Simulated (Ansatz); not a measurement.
# Lattice dynamics of CaHfSe3 (model cell, started as cubic perovskite with Hf in the octahedra), part 2 of 2

Task: relax CaHfSe3 (model cell, started as cubic perovskite with Hf in the octahedra), then find its harmonic phonons.

Ansatz 0.2.0; DFT LDA, scalar-relativistic, plane waves, PAW; PAW set soft_1.

So far. Step 4 (Tight relaxation): The forces vanish by symmetry and the pressure is 0.000 GPa, within the tolerances set. The cell now holds 26.14 Å³/atom. The relaxed cell has a = 5.075 Å (conventional setting).

The structure was built from a prototype and need not be the compound's stable phase.

### 5. Linear response at the zone centre

The zone centre comes first: it holds the modes that light can see, as far as symmetry allows. No field response is asked, since the mesh shows no gap.

input.yaml

```yaml
crystal:
  lattice:
    - [5.0745860677, 0.0, 0.0]
    - [0.0, 5.0745860677, 0.0]
    - [0.0, 0.0, 5.0745860677]
  atoms:
    - { symbol: Ca, position: [0.0, 0.0, 0.0] }
    - { symbol: Hf, position: [0.5, 0.5, 0.5] }
    - { symbol: Se, position: [0.5, 0.5, 0.0] }
    - { symbol: Se, position: [0.5, 0.0, 0.5] }
    - { symbol: Se, position: [0.0, 0.5, 0.5] }
kpoints:
  mp_grid: { grid: [8, 8, 8] }
hamiltonian:
  xc: lda
  pseudopotentials: { kind: paw, azcp: { folder: soft_1 }, xc_functional: pbe }
scf:
  occupations: { method: methfessel_paxton, width: 0.2 }
output:
  eigenvalues: true
phonons:
  method: dfpt
```

The run is started by

```sh
$ ansatz run input.yaml --threads 4 --pin off --max-ram 16384MiB --backend cpu --events-out ev --progress --plain --runs-dir out
```

Numbers of over 12 decimals in the logs are rounded to 6 here.

Log:

```text
zone centre: on kpoints.mp_grid the ground state, and the responses unless they are solved on pairs of k-points, stand on 125 of the mesh's 512 k-points, reduced under 8 symmetry operations, with k and −k counted as one. Each operation leaves every solved displacement unchanged or reverses it
[...]
Crystal: 5 atoms, lattice volume = 130.678 Å³
Basis set: ecut = 420 eV, 2517 PW (Γ), exchange–correlation on 72×72×72 points (8 copies of the dense FFT grid, shifted against one another)
Bands: 51, of which v1, the nominal top of the filled ones, is band 42 counted from 1 (41 counted from 0)
Symmetry: 48 space group operations
k-points: 125 of 512 (irreducible under 8 space group operations)
[...]
SCF iter   1: F=—  HF=-33412.011462 eV  |F-HF|=—  |Δ(HF+E_count)|=         —  Δρ=1.02e-1  dr2=3.14e1  ethr=3.10e-3  ⟨swp⟩=8.0  Hψ=24957  notcnv=0
[...]
SCF iter  16: F=-33406.028060 eV  HF=-33406.028060 eV  |F-HF|=1.46e-11  |Δ(HF+E_count)|=    0.00e0  S|Δr|=    0.00e0  Δρ=3.11e-8  dr2=1.91e-12  ethr=1.00e-12  ⟨swp⟩=12.6  Hψ=38579  notcnv=0
SCF 1 converged in 16 iterations: F = -33406.028060 eV  dr2 = 1.91e-12
[...]
DFPT response loops at Γ: preconditioner auto → Kerker (q_TF=auto, 2.535 Å⁻¹) (partly filled bands, converged f_vac=0.048); β = 1.00, the filter's whole step (`scf.mixing.beta` (0.50) is not read by the response loops under this deck's `scf.mixing.preconditioner`; to damp them name `kerker` or `kerker_dos`, under which they read `scf.mixing.beta`, and type it under 1.00, their step now; both keys bind the ground state too); Broyden in place of MSR1
SCF converged after 16 iterations
[...]
Free energy (F): -33406.028060 eV
[...]
Internal energy: -33406.029819 eV  (E = F + TS)
E sigma→0 (E₀):  -33406.028500 eV
Entropy (-TS):   0.001758 eV (0.352 meV/atom)
Fermi energy:    9.017455 eV
[...]
--- Band table (eV; the first three rows and the last of 125) ---
  k-point 0: bands = [... 38 lower, 7.5877, 8.4281, 8.4281, 8.4281, 9.0198, 9.0198, 9.0198, 9.7706, ... 5 higher]
  k-point 1: bands = [... 38 lower, 7.4363, 7.7779, 8.2565, 8.2565, 9.0472, 9.6103, 9.6103, 10.0781, ... 5 higher]
  k-point 2: bands = [... 38 lower, 6.7520, 7.1330, 8.1593, 8.1593, 9.1178, 10.5576, 10.5576, 10.7667, ... 5 higher]
  k-point 124: bands = [... 38 lower, 4.8669, 9.0386, 9.0386, 9.0386, 10.0206, 11.2859, 11.2859, 11.2859, ... 5 higher]
--- Phonons (Γ-DFPT): 4 representative perturbations + reference, on 125 of 512 k-points (Σ response iterations 13) ---
  k mesh reduced under 8 symmetry operations, with k and −k counted as one. Each operation leaves every solved displacement unchanged or reverses it
  ASR residual: 4.439e-5 → 0.000e0 eV/Å²; symmetrization residual: 4.996e-6 eV/Å²
  ASR residual per site (eV/Å²): 2.85e-6 1.04e-5 4.44e-5 4.44e-5 4.44e-5
  Γ frequencies (cm⁻¹): -118.68 -118.68 -118.68 -77.97 -77.97 -77.97 -45.48 -45.48 -45.48 0.00 0.00 0.00 250.37 250.37 250.37
  non-analytic LO–TO correction: not included (Born effective charges unavailable; polar crystals: no LO–TO splitting at Γ)
```

It took 2.1 min on 4 threads of Arm Neoverse V2, shared host; peak memory 2.5 GiB; 7.9 min of CPU time.

The column dr2 measures how far the density is from self-consistency, as an energy; F and HF (Harris–Foulkes) agree once it is small.

This step gave:

| Quantity | Value |
| --- | --- |
| sum-rule residual before enforcement | 4.44e-5 eV/Å² |
| point group | m-3m |
| highest optical mode at the zone centre (no LO-TO term) | 250.4 cm⁻¹ |
| lowest optical zone-centre mode | -118.7 cm⁻¹ |

Patterns of degenerate modes are one choice out of their space. Modes at Γ, with each element's share of the kinetic energy (negative means imaginary):

| mode | frequency (cm⁻¹) | symmetry | Ca % | Hf % | Se % |
| --- | --- | --- | --- | --- | --- |
| 1 | -118.7 | T1u | 81 | 0 | 19 |
| 2 | -118.7 | T1u | 81 | 0 | 19 |
| 3 | -118.7 | T1u | 81 | 0 | 19 |
| 4 | -78.0 | T2u | 0 | 0 | 100 |
| 5 | -78.0 | T2u | 0 | 0 | 100 |
| 6 | -78.0 | T2u | 0 | 0 | 100 |
| 7 | -45.5 | T1u | 10 | 48 | 42 |
| 8 | -45.5 | T1u | 10 | 48 | 42 |
| 9 | -45.5 | T1u | 10 | 48 | 42 |
| 10 | 0.0 | acoustic | 9 | 39 | 52 |
| 11 | 0.0 | acoustic | 9 | 39 | 52 |
| 12 | 0.0 | acoustic | 9 | 39 | 52 |
| 13 | 250.4 | T1u | 0 | 13 | 87 |
| 14 | 250.4 | T1u | 0 | 13 | 87 |
| 15 | 250.4 | T1u | 0 | 13 | 87 |

Displacements in mode 3 (-118.7 cm⁻¹), the largest set to 1:
```
Ca1  0.02 -0.27  1.00
Hf2  0.00  0.00  0.02
Se3  0.00  0.06 -0.07
Se4  0.00  0.02 -0.24
Se5  0.00  0.06 -0.24
```

Displacements in mode 8 (-45.5 cm⁻¹), the largest set to 1:
```
Ca1 -0.01 -0.25 -0.97
Hf2  0.01  0.26  1.00
Se3 -0.01 -0.25  0.20
Se4 -0.01  0.05 -0.99
Se5  0.00 -0.25 -0.99
```

Before it was imposed, the acoustic sum rule was missed by 4.4e-5 eV/Å². Small misses are needed for a sound result but don't prove that mesh and cutoff are converged. The lowest optical mode is imaginary, 118.7i cm⁻¹, so the energy falls along it.

### 6. Response at finite wavevector

Stability and thermal properties need the whole zone. Linear response on a 2×2×2 q mesh gives force constants as far as a supercell of that size would.

input.yaml, as its differences from that of step 5:

```diff
@@ -22 +22,8 @@
   method: dfpt
+  qmesh: [2, 2, 2]
+  temperatures: { t_max: 1000, t_step: 50 }
+  qpath:
+    path:
+      - [[0.0, 0.0, 0.0], [0.0, 0.5, 0.0], [0.5, 0.5, 0.0], [0.0, 0.0, 0.0], [0.5, 0.5, 0.5], [0.0, 0.5, 0.0]]
+      - [[0.5, 0.5, 0.5], [0.5, 0.5, 0.0]]
+    npoints: 10
```

Log:

```text
[...]
Crystal: 5 atoms, lattice volume = 130.678 Å³
Basis set: ecut = 420 eV, 2517 PW (Γ), exchange–correlation on 72×72×72 points (8 copies of the dense FFT grid, shifted against one another)
Bands: 51, of which v1, the nominal top of the filled ones, is band 42 counted from 1 (41 counted from 0)
Symmetry: 48 space group operations
k-points: 35 of 512
[...]
SCF iter   1: F=—  HF=-33412.011241 eV  |F-HF|=—  |Δ(HF+E_count)|=         —  Δρ=1.02e-1  dr2=3.14e1  ethr=3.10e-3  ⟨swp⟩=8.0  Hψ=6928  notcnv=0
[...]
SCF iter  16: F=-33406.028060 eV  HF=-33406.028060 eV  |F-HF|=1.46e-11  |Δ(HF+E_count)|=    0.00e0  S|Δr|=    0.00e0  Δρ=3.35e-8  dr2=2.07e-12  ethr=1.00e-12  ⟨swp⟩=12.5  Hψ=10704  notcnv=0
SCF 1 converged in 16 iterations: F = -33406.028060 eV  dr2 = 2.07e-12
[...]
SCF iter   6: F=-33406.028060 eV  HF=-33406.028060 eV  |F-HF|=7.28e-12  |Δ(HF+E_count)|=  3.64e-11  S|Δr|=    0.00e0  Δρ=1.03e-7  dr2=9.38e-12  ethr=1.00e-12  ⟨swp⟩=3.0  Hψ=6174  notcnv=0
SCF 2 converged in 6 iterations: F = -33406.028060 eV  dr2 = 9.38e-12
[...]
phonons: the bands overlap, so this run is a metal and interpolates without the dipole-dipole term. If the crystal is really an insulator or semiconductor, its LO-TO splitting is missing
NSCF: frozen V_eff on 35 k-points
[...]
DFPT response loops at q = (0, 0, 0) (fractional): preconditioner auto → Kerker (q_TF=auto, 2.535 Å⁻¹) (partly filled bands, converged f_vac=0.048); β = 1.00, the filter's whole step (`scf.mixing.beta` (0.50) is not read by the response loops under this deck's `scf.mixing.preconditioner`; to damp them name `kerker` or `kerker_dos`, under which they read `scf.mixing.beta`, and type it under 1.00, their step now; both keys bind the ground state too); Broyden in place of MSR1
[...]
SCF converged after 16 iterations
[...]
Free energy (F): -33406.028060 eV
[...]
Internal energy: -33406.029819 eV  (E = F + TS)
E sigma→0 (E₀):  -33406.028500 eV
Entropy (-TS):   0.001758 eV (0.352 meV/atom)
Fermi energy:    9.017455 eV
[...]
--- Band table (eV; the first three rows and the last of 35) ---
  k-point 0: bands = [... 38 lower, 7.5877, 8.4281, 8.4281, 8.4281, 9.0198, 9.0198, 9.0198, 9.7706, ... 5 higher]
  k-point 1: bands = [... 38 lower, 7.4363, 7.7779, 8.2565, 8.2565, 9.0472, 9.6103, 9.6103, 10.0781, ... 5 higher]
  k-point 2: bands = [... 38 lower, 6.7520, 7.1330, 8.1593, 8.1593, 9.1178, 10.5576, 10.5576, 10.7667, ... 5 higher]
  k-point 34: bands = [... 38 lower, 4.8669, 9.0386, 9.0386, 9.0386, 10.0206, 11.2859, 11.2859, 11.2859, ... 5 higher]
--- Phonons (Γ-DFPT): 4 representative perturbations + reference (Σ response iterations 13) ---
  ASR residual: 4.025e-5 → 0.000e0 eV/Å²; symmetrization residual: 5.031e-6 eV/Å²
  ASR residual per site (eV/Å²): 1.18e-8 1.10e-5 4.02e-5 4.02e-5 4.02e-5
[...]
--- Phonons (arbitrary-q DFPT): 4 irreducible q on the 2×2×2 mesh ---
  q = [0.0000, 0.0000, 0.0000] (star 1, of the zone-centre solve; hermiticity 6.83e-7, symmetrization 1.61e-11): -118.68 -118.68 -118.68 -77.97 -77.97 -77.97 -45.48 -45.48 -45.48 0.00 0.00 0.00 250.37 250.37 250.37
  q = [0.0000, 0.0000, -0.5000] (star 3, 9 solved perturbations in 975 linear systems a pass and spin channel, the states on 125 of 512 k-point pairs; hermiticity 5.87e-7, symmetrization 3.47e-12): -107.91 -107.91 -63.96 -63.96 -48.62 -22.99 -22.99 16.10 60.98 60.98 74.22 153.99 252.66 252.66 278.29
[...]
sum rule: each row above includes the acoustic sum rule's correction from the zone centre's row sums; it moved no ω² by more than (0.37 cm⁻¹)²
  mesh force constants: q→R imaginary residual 3.49e-18; ASR residual 4.025e-5 → 0.000e0 eV/Å²; symmetrization residual 1.066e-14 eV/Å²
  interpolated dispersion: 62 rows × 15 modes
  density of states and harmonic sums: on the 12×12×12 q-mesh, interpolated from the force constants of a 2×2×2 supercell (no non-analytic term)
  largest difference from the sums on the solved wave vectors: F 1.17e-1 eV, S 1.69e-4 and C_V 5.27e-5 eV/K
  zero-point energy: 0.078289 eV/cell   skipped modes (ω ≤ 0): 531, of them read as no rigid motion or as one in doubt: 528 (6.137e0 modes/cell left out, lowest -118.68 cm⁻¹)   left out of the sums: 4.09e-1 of the cell's modes: C_V's classical limit lies that fraction below 3 k_B per atom; for a crystal, a wire or a layer, F and S can be off by more, and a phonons.interpolated_qmesh denser along its periods is the remedy for the sampling
```

Run time: 9.2 min. Hardware: 4 threads; peak memory 2.2 GiB; 36 min of CPU time.

This step gave:

```yaml
sum_rule_residual_before_enforcement: 4.02e-5 eV/Å²
lowest_frequency_on_the_path: -118.7 cm⁻¹
highest_frequency_on_the_path_or_at_a_solved_wavevector: 301.8 cm⁻¹
lowest_mode_on_the_q_mesh_acoustic_modes_at_gamma_apart: -118.7 cm⁻¹
```

Frequencies (cm⁻¹) solved at each irreducible wavevector; negative means imaginary. Frequencies by wavevector, by row:

| q in reciprocal lattice units | star | mode 1 | mode 2 | mode 3 | mode 4 | mode 13 | mode 14 | mode 15 |
| --- | --- | --- | --- | --- | --- | --- | --- | --- |
| 0 0 0 | 1 | -118.7 | -118.7 | -118.7 | -78 | 250.4 | 250.4 | 250.4 |
| 0 0 -0.5 | 3 | -107.9 | -107.9 | -64 | -64 | 252.7 | 252.7 | 278.3 |
| 0 -0.5 -0.5 | 3 | -109.6 | -109.6 | -106.9 | -85.9 | 205.8 | 255.9 | 290.7 |
| -0.5 -0.5 -0.5 | 1 | -112 | -112 | -112 | -110.7 | 175.1 | 175.1 | 301.8 |

Interpolated from a 2×2×2 q mesh. The phonon branches at the labelled points (cm⁻¹):

| point | branch 1 | branch 2 | branch 3 | branch 4 | branch 12 | branch 13 | branch 14 | branch 15 |
| --- | --- | --- | --- | --- | --- | --- | --- | --- |
| Γ | -119 | -119 | -119 | -78 | 0 | 250 | 250 | 250 |
| halfway | -114 | -114 | -82 | -68 | 106 | 252 | 252 | 263 |
| X | -108 | -108 | -64 | -64 | 154 | 253 | 253 | 278 |
| halfway | -109 | -98 | -90 | -86 | 156 | 230 | 254 | 286 |
| M | -110 | -110 | -107 | -86 | 159 | 206 | 256 | 291 |
| halfway | -107 | -104 | -94 | -81 | 110 | 239 | 253 | 276 |
| Γ | -119 | -119 | -119 | -78 | 0 | 250 | 250 | 250 |
| halfway | -104 | -104 | -94 | -85 | 115 | 235 | 235 | 289 |
| R | -112 | -112 | -112 | -111 | 155 | 175 | 175 | 302 |
| halfway | -106 | -105 | -98 | -92 | 156 | 219 | 230 | 296 |
| X | -108 | -108 | -64 | -64 | 154 | 253 | 253 | 278 |
| jump to R | -112 | -112 | -112 | -111 | 155 | 175 | 175 | 302 |
| halfway | -111 | -111 | -109 | -100 | 157 | 191 | 220 | 300 |
| M | -110 | -110 | -107 | -86 | 159 | 206 | 256 | 291 |

Tetrahedra on a 12×12×12 mesh, mean over bins of 5 cm-1. Interpolated from a 2×2×2 q mesh. Table of phonon density of states by wavenumber; read off at these points:

wavenumber (cm⁻¹), phonon density of states (1/cm⁻¹/cell) and a bar:
```
     -118      0.007 #
     -108      0.267 ##############################
     -102      0.150 #################
      -88      0.059 #######
      -72      0.048 #####
      -58      0.049 ######
      -48      0.022 ##
      -32      0.019 ##
      -18      0.016 ##
       -2      0.011 #
       12      0.011 #
       28      0.023 ###
       42      0.040 ####
       58      0.045 #####
       72      0.055 ######
       88      0.058 ######
       98      0.072 ########
      102      0.082 #########
      112      0.020 ##
      128      0.019 ##
      142      0.028 ###
      152      0.070 ########
      158      0.030 ###
      172      0.000 
      188      0.003 
      202      0.010 #
      218      0.020 ##
      232      0.030 ###
      242      0.047 #####
      252      0.090 ##########
      258      0.005 #
      272      0.013 #
      288      0.039 ####
      302      0.011 #
```

The partial phonon density of states has structure finer than the step of the table below, so its rows give means over 20 cm⁻¹, whole bins alone (the curve runs from -129 to 321 cm⁻¹). Peaks (cm⁻¹: height): Ca -106.1: 0.152; Hf -24.1: 0.0131, 32.5: 0.0326, 83.4: 0.0233, 117.3: 0.0385, 139.9: 0.0460, 154.0: 0.0573, 250.2: 0.0116; Se -106.1: 0.0496, -63.6: 0.0653, 57.9: 0.0380, 100.3: 0.0532, 250.2: 0.0757, 289.8: 0.0361.

Phonopy on the run's constants, 11x11x11 mesh, Gaussian sigma 3.2 cm-1. Interpolated from a 2×2×2 q mesh. Partial phonon density of states against wavenumber; means over each step; values in 1/cm⁻¹/cell:

| wavenumber (cm⁻¹) | Ca | Hf | Se |
| --- | --- | --- | --- |
| -100 | 0.0888 | 1.0e-3 | 0.0396 |
| -80 | 0.0122 | 7.3e-4 | 0.0421 |
| -60 | 0.00285 | 6.3e-4 | 0.0456 |
| -40 | 0.00203 | 0.00328 | 0.0156 |
| -20 | 0.00164 | 0.00868 | 0.0115 |
| 0 | 4.6e-4 | 3.3e-4 | 0.00139 |
| 20 | 0.00131 | 0.00595 | 0.00845 |
| 40 | 0.00377 | 0.0168 | 0.0231 |
| 60 | 0.00423 | 0.00539 | 0.0297 |
| 80 | 0.00414 | 0.0194 | 0.0410 |
| 100 | 0.00242 | 0.00673 | 0.0420 |
| 120 | 0.00126 | 0.0188 | 0.00379 |
| 140 | 9.3e-4 | 0.0256 | 0.00278 |
| 160 | 6.4e-4 | 0.0225 | 0.00120 |
| 180 | 0 | 1.6e-4 | 0.00155 |
| 200 | 0 | 9.4e-4 | 0.00852 |
| 220 | 1.7e-5 | 0.00229 | 0.0187 |
| 240 | 4.3e-5 | 0.00583 | 0.0405 |
| 260 | 1.7e-5 | 0.00339 | 0.0235 |
| 280 | 6.7e-5 | 9.8e-4 | 0.0241 |
| 300 | 1.4e-5 | 4.5e-4 | 0.0190 |

Symmetry leaves 4 wavevectors to solve. The lowest mode among them, the acoustic zeros apart, lies at Γ and is imaginary, 118.7i cm⁻¹, so the energy falls along it.

### 7. What came out

```json
{"space group after relaxation (within 0.01 Å)": "Pm-3m", "volume per atom": "26.1 Å³", "electronic character": "no gap on this mesh", "highest optical mode at the zone centre (no LO-TO term)": "250 cm⁻¹", "lowest optical zone-centre mode": "-119 cm⁻¹", "lowest mode on the q mesh (acoustic modes at Γ apart)": "-119 cm⁻¹", "highest frequency on the path or at a solved wavevector": "302 cm⁻¹", "imaginary modes on the 2×2×2 q mesh": "yes"}
```

Modes are clearly imaginary (beyond 10i cm⁻¹) at 4 of the 4 irreducible wavevectors, most at Γ (118.7i cm⁻¹), so this structure is not a minimum of the energy. The optical modes at Γ span -119 to 250 cm⁻¹ (negative means imaginary). The highest mode in this list at Γ, 250.4 cm⁻¹, is mostly motion of Se (87 % of the kinetic energy). With no gap, or one that is small against the smearing, the frequencies hang on the k mesh and the smearing, most of all near Kohn anomalies. A semilocal functional can close a gap that the real compound would have, so the metallic treatment may be an artefact of the level. Spin-orbit coupling is left out, which can matter for the heavy elements here. The PAW files were made for PBE and serve the other functionals too. The starting cell was built on a prototype and not taken from a measurement, so the phase need not exist. These are harmonic frequencies at zero temperature: anharmonic shifts, linewidths and thermal expansion are left out.

[Logs are printed without paths, hosts, clocks, repeated set-up lines and the standing remarks that a program may print on its own settings, such as how far it seeks lower states.]

[Hosts, paths, dates, database ids (printed as entryN), source tags and the programs' standing remarks are cut or masked in the printed files.]
